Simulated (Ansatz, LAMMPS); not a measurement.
# Site preference of P in place of Ge in amorphous Ge at 4.34 g/cm^3 (72 atoms): runs compared

Aim: make P in place of Ge at several sites of amorphous Ge at 4.34 g/cm^3 (72 atoms), relax each, and compare their energies.

Computed with Ansatz 0.2.0: Kohn-Sham DFT, PBE, PAW (set soft_2), plane waves.

### Step 1. The cell as built

The cell holds 72 atoms: 72 Ge. Its edges and angles: a = 12.598 Å, b = 12.598 Å, c = 12.598 Å, α = 90.0°, β = 90.0°, γ = 90.0°. 72 atoms (72 Ge) placed at random at 4.34 g/cm³, melted at 3500 K for 10 ps at fixed volume with the Tersoff potential (Tersoff, Phys. Rev. B 39, 5566 (1989)). Quenched from 3500 K to 300 K at 20 K/ps and fixed volume, annealed at 800 K for 20 ps, held 5 ps, then minimised at fixed cell.

Limits known from the start: The quench rate of 20 K/ps is many orders above laboratory rates, so the cell is likely richer in defects and strain than a real sample. The starting topology of bonds comes from the classical model, and needn't be the one that DFT or experiment would give. Only the Γ point is sampled, in a cell whose shortest periodic width is 13 Å.

### Step 2. The reference run

The reference is a single point at the end of the relaxation.

Every defect cell starts from the geometry of this run and is relaxed in the fixed cell.

Its input, with most atom lines left out:

```yaml
crystal:
  lattice:
    - [12.598, 0.0, 0.0]
    - [0.0, 12.598, 0.0]
    - [0.0, 0.0, 12.598]
  atoms:
    - { symbol: Ge, position: [0.236, 0.46324, 0.33875] }
    - { symbol: Ge, position: [0.61219, 0.66643, 0.11292] }
    - { symbol: Ge, position: [0.96774, 0.91581, 0.02484] }
    - { symbol: Ge, position: [0.06775, 0.19265, 0.02608] }
    - { symbol: Ge, position: [0.1372, 0.69082, 0.59347] }
    - { symbol: Ge, position: [0.15397, 0.88966, 0.61453] }
    - { symbol: Ge, position: [0.70349, 0.1617, 0.68169] }
    [... atom lines 8 to 72 left out ...]
kpoints:
  mp_grid: { grid: [1, 1, 1] }
hamiltonian:
  xc: pbe
scf:
  occupations: { method: fermi_dirac, width: 0.025 }
output:
  forces: true
  stress: true
  populations: true
  dos:
    method: { smearing: { sigma: 0.08 } }
    de: 0.1
    projected: { site_lists: { Ge: [Ge] } }
  eigenvalues: true
  write_density: true
  write_potential: true
  volumetric_format: npy
```

| Item | Value |
| --- | --- |
| free energy per atom | -4294.7408 eV/atom |
| r.m.s. force component | 0.01389 eV/Å |
| pressure | -1.305 GPa |

Filled and empty levels are parted by 0.329 eV (at Γ alone); a semilocal functional tends to put such gaps too low. In a disordered cell it changes from sample to sample, and tail or defect levels can set it.

### Step 3. The runs

Each row is one run, on 8 threads of Intel Xeon at 2.70GHz, shared host. The free energy is the program's total, comparable only between runs with the same functional, potentials and atoms.

```
                                 run  atoms    outcome  ionic steps, all passes  free energy (eV)     time  host memory (GiB)
           Single point at the start     72  converged                        -       -309217.884     27 s                3.1
                          Relaxation     72  converged                        9       -309221.337  2.5 min                3.2
Single point at the relaxed geometry     72  converged                        -       -309221.337     37 s                3.2
        P on a site of Ge, site Ge71     72  converged                        7       -305682.330  5.2 min                5.8
        P on a site of Ge, site Ge56     72  converged                        4       -305681.801  4.8 min                5.8
        P on a site of Ge, site Ge53     72  converged                       10       -305681.948  8.6 min                5.8
        P on a site of Ge, site Ge27     72  converged                        4       -305682.132  4.6 min                5.8
         P on a site of Ge, site Ge2     72  converged                       11       -305681.845   15 min                5.8
        P on a site of Ge, site Ge10     72  converged                        7       -305682.246    6 min                5.8
        P on a site of Ge, site Ge30     72  converged                        3       -305682.036  3.6 min                5.8
         P on a site of Ge, site Ge5     72  converged                        3       -305682.037  3.9 min                5.8
```

In some runs the program notes that starting moments were not kept.

Local excerpt of 11 atoms (numbers count through the whole input) about site Ge71, the cheapest one, after relaxation; x, y, z are measured from there.

```
atom      x      y      z  distance (Å)  bonds
 P71  -0.11   0.25  -0.14          0.30      3
Ge33  -2.47   0.02   0.37          2.50      4
Ge38   0.26   2.23   1.15          2.52      4
Ge72  -0.04   0.51  -2.55          2.61      4
Ge20  -1.54  -1.53   2.22          3.10      4
Ge15  -0.62  -3.18   0.48          3.27      4
 Ge5   0.61  -0.89   3.36          3.53      4
Ge35  -0.59  -1.86  -3.28          3.82      4
Ge25   2.38  -2.20   2.09          3.86      4
 Ge6   0.74   1.59   3.56          3.97      4
Ge30   2.47   3.11   0.19          3.97      4
```

The column of bonds counts only the pairs Ge-Ge within 3.08 Å, Ge-P within 2.83 Å; other neighbours, such as metal atoms beside each other in a compound, aren't counted, and periodic images can show an atom twice.

### Step 4. The sites compared

All these cells hold the same atoms, so their energies can be compared with no chemical potential.

```
site  neighbours  mean distance (Å)  atoms within 6 Å  energy over the best site (eV)  before relaxation (eV)  gain on relaxing (eV)
Ge71         Ge3               2.59                28                            0.00                    0.18                   0.48
Ge10         Ge4               2.48                39                            0.08                    0.00                   0.22
Ge27         Ge4               2.53                32                            0.20                    0.04                   0.14
 Ge5         Ge4               2.54                33                            0.29                    0.13                   0.14
Ge30         Ge4               2.57                30                            0.29                    0.10                   0.11
Ge53         Ge4               2.59                33                            0.38                    0.40                   0.32
 Ge2         Ge4               2.64                31                            0.48                    0.39                   0.21
Ge56         Ge5               2.74                33                            0.53                    0.43                   0.20
```

Neighbours are those of the relaxed host within 2.93 Å (Ge-Ge); other pairs aren't counted.

### Step 5. What came out

The cheapest site is Ge71 (3 neighbours, Ge3); the dearest, Ge56 (5 neighbours, Ge5), costs 0.53 eV more. By coordination the energies over the best site are 0.00 eV with 3 neighbours, 0.08 to 0.48 eV with 4 neighbours and 0.53 eV with 5 neighbours. Relaxation changes the order: the best site before relaxing was Ge10.

Caveats: Defects are neutral and interact with their images. The reference ran with fermi-dirac smearing of 0.025 eV, but 8 of the 8 defect cells with fermi-dirac smearing of 0.025 eV, spin polarised. In a disordered cell the relaxation can also rearrange atoms far from the site. In the spin-polarised runs the search for a state of lower energy was switched off. Only 8 of the 72 Ge sites were tried; unless symmetry makes the others alike to these, a cheaper one may exist.

The DFT runs together took 55 min of wall time.

[Logs are printed without paths, hosts, clocks, repeated set-up lines and the standing remarks that a program may print on its own settings, such as how far it seeks lower states.]

[Hosts, paths, dates, database ids (printed as entryN), source tags and the programs' standing remarks are cut or masked in the printed files.]
